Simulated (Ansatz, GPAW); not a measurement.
# Work function of a 9-layer slab of Ni(100) at several levels, part 4 of 4

Wanted: work functions and dipole of a 9-layer slab of Ni(100), with the cost of each level.

GPAW 26.7.0 and Ansatz 0.2.0; Ansatz plane waves; slab in vacuum with a dipole correction, relaxation (the session's first sound run).

So far, upper work function (eV): step 2 (relaxation, PBE) 4.90; step 5 (self-consistent run: xc = "revPBE") 4.80; step 6 (OptPBE vdW: xc = "optPBE-vdW", GPAW, PAW setups, GPAW) 5.10; step 7 (self-consistent run: xc = "vdW-DF2", GPAW, PAW setups, GPAW) 5.29; step 8 (self-consistent run: xc = "LDA") 5.29.

**11. A second plane-wave code**

A second program with its own datasets checks the number independently.

This step: Ansatz plane waves; slab in vacuum with a dipole correction (Ansatz 0.2.0).

Input file input.yaml:

```yaml
crystal:
  lattice:
    - [2.4890158698, 0.0, 0.0]
    - [0.0, 2.4890158698, 0.0]
    - [0.0, 0.0, 30.08]
  atoms:
    - { symbol: Ni, position: [0.0, 0.0, 0.2659574468], spin: 0.7 }
    - { symbol: Ni, position: [0.5, 0.5, 0.3244680851], spin: 0.7 }
    - { symbol: Ni, position: [0.0, 0.0, 0.3829787234], spin: 0.7 }
    - { symbol: Ni, position: [0.5, 0.5, 0.4414893617], spin: 0.7 }
    - { symbol: Ni, position: [0.0, 0.0, 0.5000011031], spin: 0.7 }
    - { symbol: Ni, position: [0.5, 0.5, 0.5584935246], spin: 0.7 }
    - { symbol: Ni, position: [0.0, 0.0, 0.6170426058], spin: 0.7 }
    - { symbol: Ni, position: [0.5, 0.5, 0.6760305935], spin: 0.7 }
    - { symbol: Ni, position: [0.0, 0.0, 0.7323713625], spin: 0.7 }
magnetization:
  spin_polarized: true
kpoints:
  mp_grid: { grid: [13, 13, 1] }
hamiltonian:
  xc: pbe
scf:
  occupations: { method: fermi_dirac, width: 0.1 }
efield:
  axis: 3
  dipole_correction: true
  ramp_width: 0.05
output:
  forces: true
  write_potential: true
  write_density: true
  volumetric_format: npy
```

Started as:

```
ansatz run input.yaml --threads 4 --pin off --max-ram 8192MiB --backend cpu --events-out ev --progress --plain --runs-dir out
```

Numbers of over 12 decimals in the logs are rounded to 6 here.

What it wrote:

```text
[...]
Crystal: 9 atoms, lattice volume = 186.352 Å³
Basis set: ecut = 420 eV, 3613 PW (Γ), exchange–correlation on 36×36×432 points (8 copies of the dense FFT grid, shifted against one another)
Bands: 101, of which v1, the nominal top of the filled ones, is band 81 counted from 1 (80 counted from 0)
Symmetry: 8 space group operations
k-points: 28 of 169
[...]
Starting moments: Σ|m| = 6.3 μB on 9 of 9 sites
[...]
SCF iter   1: F=—  HF=-52548.143958 eV  |F-HF|=—  |Δ(HF+E_count)|=         —  Δρ=4.92e-2 (↑2.20e-2 ↓4.92e-2)  dr2=9.77e0  dr2_m=1.56e0  M=7.422 μB ∫|m|=7.800 μB  β_m=1.00  ethr=3.10e-3  p=0.000 e·Å  D=2.13e-6 V/Å  ΔV_dip=-0.00 eV  dr2_dipole=6.23e-4  V_vac-E_F(+/−)=7.26/7.26 eV  ⟨swp⟩=7.6  Hψ=24187  notcnv=0  defer=199
[...]
SCF iter  16: F=-52555.996146 eV  HF=-52555.996146 eV  |F-HF|=6.02e-8  |Δ(HF+E_count)|=   3.62e-9  Δρ=2.55e-6 (↑9.90e-7 ↓2.55e-6)  dr2=5.07e-8  dr2_m=1.80e-9  M=5.890 μB ∫|m|=6.696 μB  ethr=2.74e-11  p=0.000 e·Å  D=7.34e-5 V/Å  ΔV_dip=-0.00 eV  dr2_dipole=1.31e-8  V_vac-E_F(+/−)=4.90/4.90 eV  ⟨swp⟩=17.4  Hψ=49471  notcnv=0
SCF 1 converged in 16 iterations: F = -52555.996146 eV  dr2 = 5.07e-8
[...]
SCF converged after 16 iterations
Magnetization: 5.8904 μB (83.9452 up, 78.0548 down)
Absolute magnetization: 6.7024 μB (∫|ρ↑−ρ↓|, with the PAW one-centre terms)
[...]
Per-site moments (μB) at R_I (Å): [(0.766886, 1.026719), (0.686854, 1.026719), (0.675958, 1.026719), (0.659062, 1.026719), (0.665106, 1.026559), (0.659216, 1.026559), (0.673131, 1.026719), (0.688581, 1.007861), (0.762606, 1.007861)]
Free energy (F): -52555.996146 eV
[...]
Internal energy: -52555.506323 eV  (E = F + TS)
E sigma→0 (E₀):  -52555.751235 eV
Entropy (-TS):   -0.489823 eV (-54.425 meV/atom)
Fermi energy:    7.278036 eV
Dipole field:    D = -0.000086 V/Å  (p = -0.000088 e·Å, saw-weighted, corrected)
Work function:   Φ+ = 4.9005 eV   Φ− = 4.8979 eV
[...]
--- Forces (eV/Å), atoms counted from 1 ---
  atom   1  Ni    -0.00000000     0.00000000     0.31783569
  atom   2  Ni    -0.00000000     0.00000000    -0.35661083
  atom   3  Ni    -0.00000000     0.00000000     0.02513331
  atom   4  Ni     0.00000000     0.00000000     0.01422830
  atom   5  Ni    -0.00000000     0.00000000    -0.00189494
  atom   6  Ni     0.00000000     0.00000000     0.00271637
  atom   7  Ni     0.00000000     0.00000000     0.00067747
  atom   8  Ni     0.00000000     0.00000000    -0.01477633
  atom   9  Ni     0.00000000     0.00000000     0.01271742
  max |Σ_I F_I| component: 2.65e-5 eV/Å
--- Band table (eV; the first three rows and the last of 56) ---
  k-point 0 ↑: bands = [... 77 lower, 6.4130, 6.4568, 6.4568, 6.5389, 6.6306, 6.6607, 6.6607, 6.6871, ... 16 higher]
  k-point 1 ↑: bands = [... 77 lower, 6.3692, 6.3746, 6.4375, 6.4985, 6.5496, 6.5796, 6.6531, 6.6693, ... 16 higher]
  k-point 2 ↑: bands = [... 77 lower, 6.1732, 6.3414, 6.3522, 6.4873, 6.5245, 6.6255, 6.6920, 6.7111, ... 16 higher]
  k-point 27 ↓: bands = [... 77 lower, 7.6425, 7.6579, 7.8576, 7.8927, 9.6122, 10.2558, 10.5130, 11.1215, ... 16 higher]
```

Run time: 80 s. Hardware: 4 threads of AMD EPYC 7R13 (Zen 3), shared host; peak memory 1.3 GiB.

This step gave:

- upper work function: 4.901 eV
- lower work function: 4.898 eV
- dipole along the normal: -8.84e-5 e·Å
- dipole field: -8.58e-5 V/Å

The electrostatic potential energy of an electron (with the applied field's), less the Fermi level, planar mean oscillates, so the rows of the table below give means over windows of 1.81 Å about each position, cut where the curve ends. Its maxima inside the range that stand out by 2 % of the span (Å: eV): 8.9: -2.43, 10.6: -2.69, 12.4: -2.48, 14.2: -2.60, 15.9: -2.61, 17.7: -2.46, 19.5: -2.46, 21.2: -3.31. Its minima: 7.9: -17.2, 9.7: -17.5, 11.6: -17.4, 13.2: -17.4, 15.0: -17.5, 16.9: -17.4, 18.5: -17.4, 20.3: -17.5, 22.0: -17.3.

The electrostatic potential energy of an electron (with the applied field's), less the Fermi level, planar mean by z; means over each step:

```
z (Å)  electrostatic potential energy of an electron (with the applied field's), less the Fermi level, planar mean (eV)
 0.91                                                                                                              4.90
 2.71                                                                                                              4.90
 4.52                                                                                                              4.89
 6.33                                                                                                              3.63
 8.14                                                                                                             -9.85
 9.95                                                                                                             -10.2
11.76                                                                                                             -10.2
13.57                                                                                                             -10.3
15.38                                                                                                             -10.3
17.20                                                                                                             -10.3
19.00                                                                                                             -10.3
20.81                                                                                                             -10.9
22.62                                                                                                             -6.45
24.43                                                                                                              4.71
26.24                                                                                                              4.90
28.05                                                                                                              4.90
29.86                                                                                                              4.90
```

The valence density, planar mean (density) oscillates, so the rows of the table below give means over windows of 1.81 Å about each position, cut where the curve ends. Its maxima inside the range that stand out by 2 % of the span (Å: e/Å³): 7.9: 3.84, 9.7: 3.98, 11.6: 3.93, 13.2: 3.90, 15.0: 3.98, 16.9: 3.90, 18.5: 3.93, 20.3: 3.98, 22.0: 3.94. Its minima: 8.9: 0.366, 10.6: 0.371, 12.4: 0.363, 14.2: 0.368, 15.9: 0.368, 17.7: 0.363, 19.5: 0.361, 21.2: 0.404.

The valence density, planar mean by z; means over each step:

```
z (Å)  density (e/Å³)  rho spin (e/Å³)
 2.71          4.2e-6          -6.5e-7
 4.52          4.4e-4          -3.9e-5
 6.33          0.0475          -8.7e-5
 8.14            1.60           0.0647
 9.95            1.62           0.0580
11.76            1.62           0.0571
13.57            1.62           0.0558
15.38            1.63           0.0565
17.20            1.63           0.0564
19.00            1.63           0.0575
20.81            1.71           0.0622
22.62            1.34           0.0578
24.43         0.00672          -3.4e-4
26.24          6.6e-5          -7.9e-6
```

Force by atom:

```
atom  x (eV/Å)  y (eV/Å)  z (eV/Å)   size
 Ni1     0.000     0.000     0.318  0.318
 Ni2     0.000     0.000    -0.357  0.357
 Ni3     0.000     0.000     0.025  0.025
 Ni4     0.000     0.000     0.014  0.014
 Ni5     0.000     0.000    -0.002  0.002
 Ni6     0.000     0.000     0.003  0.003
 Ni7     0.000     0.000     0.001  0.001
 Ni8     0.000     0.000    -0.015  0.015
 Ni9     0.000     0.000     0.013  0.013
```

The upper face's work function is 4.901 eV, against 4.940 eV in the first plane-wave PBE run at this geometry.

**12. Side by side**

Results and costs are gathered.

This step: comparison of work functions, dipole and cost (GPAW 26.7.0).

Ladder, by row:

```
      step    code  work function, upper (eV)  work function, lower (eV)  dipole (e Å)  wall time (s)  peak memory (GiB)  threads
        pw    GPAW                       4.94                      4.943       1.60e-4           1776               0.59        1
      RPBE    GPAW                      4.774                      4.776       1.37e-4           1741               0.59        1
    revPBE    GPAW                      4.797                      4.799       1.27e-4           2124               0.59        1
optPBE-vdW    GPAW                      5.104                      5.105       1.05e-4           1919               0.71        1
   vdW-DF2    GPAW                      5.291                      5.292       1.25e-4           2187               0.71        1
       LDA    GPAW                      5.292                      5.295       1.76e-4           1713               0.59        1
    ansatz  Ansatz                      4.901                      4.898      -8.84e-5          79.87              1.276        4
```

**13. Summary of results**

| Property | Result |
| --- | --- |
| work function, both faces | 4.94 eV |
| dipole along the normal | 1.6e-4 e Å, near the numerical noise |

**Reading.** With plane waves and PBE the work function is 4.94 eV on the upper face and 4.94 eV on the lower. The measured value for this face is 5.17 eV (as compiled in "Anisotropic work function of elemental crystals", 2019, arxiv:1902.07811); the relaxed upper face lies 0.23 eV under it with PBE, and optPBE-vdW comes nearest (5.10 eV). Measured work functions scatter by a tenth of an eV or more between methods. Over the sound runs of the table the upper face's work function spans 4.774 (RPBE) to 5.292 eV (LDA). The two plane-wave codes differ by 0.040 eV on the upper face. One magnetic start was tried; another order may lie lower. The in-plane lattice was kept as typed, which isn't the functional's own and leaves some strain; spin-orbit coupling and temperature are left out.

[Logs are printed without paths, hosts, clocks, repeated set-up lines and the standing remarks that a program may print on its own settings, such as how far it seeks lower states.]

[Hosts, paths, dates, database ids (printed as entryN), source tags and the programs' standing remarks are cut or masked in the printed files.]
